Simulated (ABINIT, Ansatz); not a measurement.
# GdAl (Pm-3m): phonons by linear response

Aim: the phonon dispersion of GdAl (Pm-3m), checked by a second program.

Method: DFT PBEsol, scalar-relativistic, plane waves, PseudoDojo norm-conserving, 4f in core pseudopotentials (the lanthanide files made for PBE), in ABINIT 10.8.3.

### 1. The structure

Symmetry: Pm-3m, No. 221, cubic system. Conventional cell: a = 3.628 Å, b = 3.628 Å, c = 3.628 Å, α = 90.00°, β = 90.00°, γ = 90.00°. Nearest to Gd lie 8 Al at 3.14 Å. Nearest to Al lie 8 Gd at 3.14 Å. Farther neighbours are not listed.

Coordinates:

```cif
data_structure
_symmetry_space_group_name_H-M 'P 1'
_symmetry_Int_Tables_number 1
_cell_length_a 3.6280
_cell_length_b 3.6280
_cell_length_c 3.6280
_cell_angle_alpha 90.000
_cell_angle_beta 90.000
_cell_angle_gamma 90.000
_cell_volume 47.75
loop_
_atom_site_label
_atom_site_type_symbol
_atom_site_fract_x
_atom_site_fract_y
_atom_site_fract_z
_atom_site_occupancy
Gd1 Gd 0.00000 0.00000 0.00000 1
Al2 Al 0.50000 0.50000 0.50000 1
```

### 2. A probe with smearing

A first run with smearing and empty bands tells whether the crystal has a gap, which decides between fixed occupations and smearing later on.

Contents of probe.abi:

```
# ground state
tolvrs 1.0d-08
prtden 1
prtwf 1

# basis, mesh and filling
ecut 22.0
ixc -116133
ngkpt 6 6 6
nshiftk 1
shiftk 0.0 0.0 0.0
istwfk *1
occopt 7
tsmear 0.005
nband 13
nstep 100
diemac 9.0
prtebands 0
prtgsr 0
useylm 1

# cell and atoms
acell 6.855858596 6.855858596 6.855858596
rprim 
    1.0 0.0 0.0
    0.0 1.0 0.0
    0.0 0.0 1.0
ntypat 2
znucl 64 13
natom 2
typat 1 2
xred 
    0.0 0.0 0.0
    0.5 0.5 0.5
pp_dirpath "./pseudo"
pseudos "Gd.upf, Al.upf"
```

Command:

```bash
OMP_NUM_THREADS=1 mpirun -n 4 abinit probe.abi > probe.log
```

Numbers of over 12 decimals in the logs are rounded to 6 here.

probe.abo, the main output file:

```text
[banners, grids, parts of the stress and lines that vanish by symmetry left out]
- input  file    -> probe.abi
- output file    -> probe.abo
- root for input  files -> probei
[...]
Symmetries : space group Pm -3 m (#221); Bravais cP (primitive cubic)
[...]
mpw =        1622          nfft =       27000          nkpt =          20
[...]
== DATASET  1 ==================================================================
[...]
cutoff_energies: {ecut:  22.0, pawecutdg:  -1.0, }
[...]
ETOT  1  -43.769227848954    -4.377E+01 2.310E+01 2.748E+01
 ETOT  2  -43.854735389544    -8.551E-02 1.703E+00 2.307E+01
 ETOT  3  -43.860365444840    -5.630E-03 4.668E-01 2.717E+00
 ETOT  4  -43.861171630599    -8.062E-04 3.247E-01 6.957E-02
 ETOT  5  -43.861197127965    -2.550E-05 2.319E-01 2.493E-03
[...]
ETOT  9  -43.861198644387    -1.180E-09 9.480E-02 7.357E-08
 ETOT 10  -43.861198644502    -1.152E-10 2.979E-02 8.064E-11
 At SCF step   10       vres2   =  8.06E-11 < tolvrs=  1.00E-08 =>converged.
[...]
sigma(1 1)=  7.96957015E-05  sigma(3 2)=  0.00000000E+00
  sigma(2 2)=  7.96957015E-05  sigma(3 1)=  0.00000000E+00
  sigma(3 3)=  7.96957015E-05  sigma(2 1)=  0.00000000E+00
[...]
convergence: {deltae: -1.152E-10, res2:  8.064E-11, residm:  2.979E-02, diffor: null, }
etotal    :  -4.38611986E+01
[...]
sigma(1 1)=  7.96957015E-05  sigma(3 2)=  0.00000000E+00
  sigma(2 2)=  7.96957015E-05  sigma(3 1)=  0.00000000E+00
  sigma(3 3)=  7.96957015E-05  sigma(2 1)=  0.00000000E+00
[...]
- sigma(1 1)=  2.34472849E+00  sigma(3 2)=  0.00000000E+00
- sigma(2 2)=  2.34472849E+00  sigma(3 1)=  0.00000000E+00
- sigma(3 3)=  2.34472849E+00  sigma(2 1)=  0.00000000E+00
[...]
fcart     -0.0000000000E+00 -0.0000000000E+00 -0.0000000000E+00
           strten      7.9695701514E-05  7.9695701514E-05  7.9695701514E-05
================================================================================

[key lines of the parts left out:]
pressure_GPa:  -2.3447E+00
```

The job ended after 5.8 s (4 MPI ranks of Arm Neoverse V1, shared host).

This step gave:

| Item | Value |
| --- | --- |
| volume per atom | 23.88 Å³ |
| pressure | -2.345 GPa |
| gap on the k-mesh | 0 eV |

No gap opens on this mesh, so smearing is kept; the printed pressure holds the stress of the finite basis too.

### 3. Relaxing the cell and atoms

The harmonic expansion needs vanishing forces, and a free crystal bears no stress, so cell and atoms are brought to rest. Stress is more sensitive to the basis than forces are: the last 3 Ha under the cutoff are smoothed with ecutsm, and the cutoff is raised above that of the later runs.

Contents of relax.abi:

```
# relaxation
ionmov 2
optcell 2
dilatmx 1.08
ntime 40
tolmxf 1.0d-05
tolvrs 1.0d-14
prtwf 0
prtden 0
chksymtnons 0

# basis, mesh and filling
ecut 28.0
ecutsm 3.0
ixc -116133
ngkpt 10 10 10
nshiftk 1
shiftk 0.0 0.0 0.0
istwfk *1
occopt 7
tsmear 0.01
nband 13
nstep 100
diemac 1000000.0
prtebands 0
prtgsr 0
useylm 1

# cell and atoms
acell 6.855858596 6.855858596 6.855858596
rprim 
    1.0 0.0 0.0
    0.0 1.0 0.0
    0.0 0.0 1.0
ntypat 2
znucl 64 13
natom 2
typat 1 2
xred 
    0.0 0.0 0.0
    0.5 0.5 0.5
pp_dirpath "./pseudo"
pseudos "Gd.upf, Al.upf"
```

Command:

```bash
OMP_NUM_THREADS=1 mpirun -n 4 abinit relax.abi > relax.log
```

relax.abo, the main output file:

```text
[banners, grids, parts of the stress and lines that vanish by symmetry left out]
- input  file    -> relax.abi
- output file    -> relax.abo
- root for input  files -> relaxi
[...]
Symmetries : space group Pm -3 m (#221); Bravais cP (primitive cubic)
[...]
mpw =        2899          nfft =       46656          nkpt =          56
[...]
== DATASET  1 ==================================================================
[...]
cutoff_energies: {ecut:  28.0, pawecutdg:  -1.0, }
[...]
ETOT  1  -43.756777276678    -4.376E+01 2.890E+01 5.307E+01
 ETOT  2  -43.856403701027    -9.963E-02 1.340E+00 3.395E+01
 ETOT  3  -43.861124781836    -4.721E-03 2.350E+00 5.144E+00
 ETOT  4  -43.862000165548    -8.754E-04 3.108E-01 1.657E-02
 ETOT  5  -43.862009750247    -9.585E-06 1.283E-01 3.434E-03
[...]
At SCF step   15       vres2   =  1.45E-17 < tolvrs=  1.00E-14 =>converged.
[...]
sigma(1 1)=  7.03479051E-05  sigma(3 2)=  0.00000000E+00
  sigma(2 2)=  7.03479051E-05  sigma(3 1)=  0.00000000E+00
  sigma(3 3)=  7.03479051E-05  sigma(2 1)=  0.00000000E+00
[...]
convergence: {deltae: -1.776E-13, res2:  1.446E-17, residm:  3.046E-03, diffor: null, }
etotal    :  -4.38620111E+01
[...]
ETOT  1  -43.861888782688    -4.386E+01 2.183E-01 1.651E+00
[...]
At SCF step   11       vres2   =  2.50E-16 < tolvrs=  1.00E-14 =>converged.
[...]
sigma(1 1)=  5.76556277E-05  sigma(3 2)=  0.00000000E+00
  sigma(2 2)=  5.76556277E-05  sigma(3 1)=  0.00000000E+00
  sigma(3 3)=  5.76556277E-05  sigma(2 1)=  0.00000000E+00
[...]
convergence: {deltae: -9.521E-13, res2:  2.499E-16, residm:  3.474E-02, diffor: null, }
etotal    :  -4.38621415E+01
[...]
ETOT  1  -43.857491790473    -4.386E+01 2.650E+01 3.192E+01
[...]
At SCF step   12       vres2   =  2.07E-15 < tolvrs=  1.00E-14 =>converged.
[...]
sigma(1 1)= -2.27877202E-06  sigma(3 2)=  0.00000000E+00
  sigma(2 2)= -2.27877202E-06  sigma(3 1)=  0.00000000E+00
  sigma(3 3)= -2.27877202E-06  sigma(2 1)=  0.00000000E+00
[...]
convergence: {deltae:  2.132E-13, res2:  2.073E-15, residm:  1.876E-02, diffor: null, }
etotal    :  -4.38623920E+01
[...]
ETOT  1  -43.862385946535    -4.386E+01 3.650E-04 4.311E-02
[...]
ETOT  8  -43.862392407237     4.050E-13 2.809E-04 3.380E-14
 ETOT  9  -43.862392407237    -3.268E-13 7.565E-04 2.755E-15
 At SCF step    9       vres2   =  2.75E-15 < tolvrs=  1.00E-14 =>converged.
[...]
sigma(1 1)=  6.72127336E-08  sigma(3 2)=  0.00000000E+00
  sigma(2 2)=  6.72127336E-08  sigma(3 1)=  0.00000000E+00
  sigma(3 3)=  6.72127336E-08  sigma(2 1)=  0.00000000E+00
[...]
convergence: {deltae: -3.268E-13, res2:  2.755E-15, residm:  7.565E-04, diffor: null, }
etotal    :  -4.38623924E+01
[...]
At Broyd/MD step   4, gradients are converged :
[...]
sigma(1 1)=  6.72127336E-08  sigma(3 2)=  0.00000000E+00
  sigma(2 2)=  6.72127336E-08  sigma(3 1)=  0.00000000E+00
  sigma(3 3)=  6.72127336E-08  sigma(2 1)=  0.00000000E+00
[...]
- sigma(1 1)=  1.97746689E-03  sigma(3 2)=  0.00000000E+00
- sigma(2 2)=  1.97746689E-03  sigma(3 1)=  0.00000000E+00
- sigma(3 3)=  1.97746689E-03  sigma(2 1)=  0.00000000E+00
[...]
fcart     -0.0000000000E+00 -0.0000000000E+00 -0.0000000000E+00
           strten      6.7212733552E-08  6.7212733556E-08  6.7212733555E-08
================================================================================

[key lines of the parts left out:]
pressure_GPa:  -1.9775E-03
Total energy (etotal) [Ha]= -4.38623924072368E+01
```

Elapsed: 68 s, on 4 MPI ranks.

Step by step:

```tsv
step	energy less that of the first step (eV)	largest force (eV/Å)	volume (Å³)
1	0.0000	0.0000	47.75
2	-0.0035	0.0000	47.45
3	-0.0104	0.0000	46.14
4	-0.0104	0.0000	46.19
```

```tsv
conventional cell, symmetrised	before	after	change
a (Å)	3.628	3.588	-1.1 %
b (Å)	3.628	3.588	-1.1 %
c (Å)	3.628	3.588	-1.1 %
volume (Å³/atom)	23.88	23.09	-3.3 %
```

The relaxed structure:

```
Gd Al
1.0
     3.58795    0.00000    0.00000
     0.00000    3.58795    0.00000
     0.00000    0.00000    3.58795
Gd Al
1 1
Direct
  0.00000 0.00000 0.00000
  0.50000 0.50000 0.50000
```

This step gave:

```yaml
volume_per_atom: 23.09 Å³
pressure: -0.001977 GPa
```

The volume changes by -3.3 % in this run and stands -3.3 % from the first cell.

### 4. Self-consistent run for the response

First-order wavefunctions inherit every error of the ground state, hence the very tight tolvrs. Smearing stays on, as the first look found no gap above 0.3 eV.

Contents of gs.abi:

```
# ground state
tolvrs 1.0d-16
prtden 1
prtwf 1

# basis, mesh and filling
ecut 22.0
ixc -116133
ngkpt 12 12 12
nshiftk 1
shiftk 0.0 0.0 0.0
istwfk *1
occopt 7
tsmear 0.01
nband 13
nstep 100
diemac 1000000.0
prtebands 0
prtgsr 0
useylm 1

# cell and atoms
acell 6.780251003 6.780251003 6.780251003
rprim 
    1.0 0.0 0.0
    0.0 1.0 0.0
    0.0 0.0 1.0
ntypat 2
znucl 64 13
natom 2
typat 1 2
xred 
    0.0 0.0 0.0
    0.5 0.5 0.5
pp_dirpath "./pseudo"
pseudos "Gd.upf, Al.upf"
```

Command:

```bash
OMP_NUM_THREADS=1 mpirun -n 4 abinit gs.abi > gs.log
```

gs.abo, the main output file:

```text
[banners, grids, parts of the stress and lines that vanish by symmetry left out]
- input  file    -> gs.abi
- output file    -> gs.abo
- root for input  files -> gsi
[...]
Symmetries : space group Pm -3 m (#221); Bravais cP (primitive cubic)
[...]
mpw =        1568          nfft =       27000          nkpt =          84
[...]
== DATASET  1 ==================================================================
[...]
cutoff_energies: {ecut:  22.0, pawecutdg:  -1.0, }
[...]
ETOT  1  -43.770786225789    -4.377E+01 2.197E+01 2.726E+01
 ETOT  2  -43.857588561070    -8.680E-02 3.308E+00 1.688E+01
 ETOT  3  -43.861487013800    -3.898E-03 2.180E+00 2.657E+00
 ETOT  4  -43.862242783481    -7.558E-04 8.015E-01 1.058E-03
 ETOT  5  -43.862251794159    -9.011E-06 5.653E-01 1.247E-03
[...]
ETOT 16  -43.862253235978    -5.684E-14 4.032E-02 6.872E-15
 ETOT 17  -43.862253235978     7.105E-14 3.468E-02 1.764E-17
 At SCF step   17       vres2   =  1.76E-17 < tolvrs=  1.00E-16 =>converged.
[...]
sigma(1 1)=  7.43853081E-06  sigma(3 2)=  0.00000000E+00
  sigma(2 2)=  7.43853081E-06  sigma(3 1)=  0.00000000E+00
  sigma(3 3)=  7.43853081E-06  sigma(2 1)=  0.00000000E+00
[...]
convergence: {deltae:  7.105E-14, res2:  1.764E-17, residm:  3.468E-02, diffor: null, }
etotal    :  -4.38622532E+01
[...]
sigma(1 1)=  7.43853081E-06  sigma(3 2)=  0.00000000E+00
  sigma(2 2)=  7.43853081E-06  sigma(3 1)=  0.00000000E+00
  sigma(3 3)=  7.43853081E-06  sigma(2 1)=  0.00000000E+00
[...]
- sigma(1 1)=  2.18849132E-01  sigma(3 2)=  0.00000000E+00
- sigma(2 2)=  2.18849132E-01  sigma(3 1)=  0.00000000E+00
- sigma(3 3)=  2.18849132E-01  sigma(2 1)=  0.00000000E+00
[...]
fcart     -0.0000000000E+00 -0.0000000000E+00 -0.0000000000E+00
           strten      7.4385308061E-06  7.4385308061E-06  7.4385308061E-06
================================================================================

[key lines of the parts left out:]
pressure_GPa:  -2.1885E-01
```

Elapsed: 23 s, on 4 MPI ranks.

Read from the output:

| Property | Result |
| --- | --- |
| pressure | -0.2188 GPa |

The cell stands at -0.22 GPa: the relaxation ran with a smoothed and higher cutoff and on another k mesh.

(Continued in part 2 of 5.)

[Host names and launcher messages were left out of these logs when they were recorded.]

[Logs are printed without paths, hosts, clocks, repeated set-up lines and the standing remarks that a program may print on its own settings, such as how far it seeks lower states.]

[Hosts, paths, dates, database ids (printed as entryN), source tags and the programs' standing remarks are cut or masked in the printed files.]
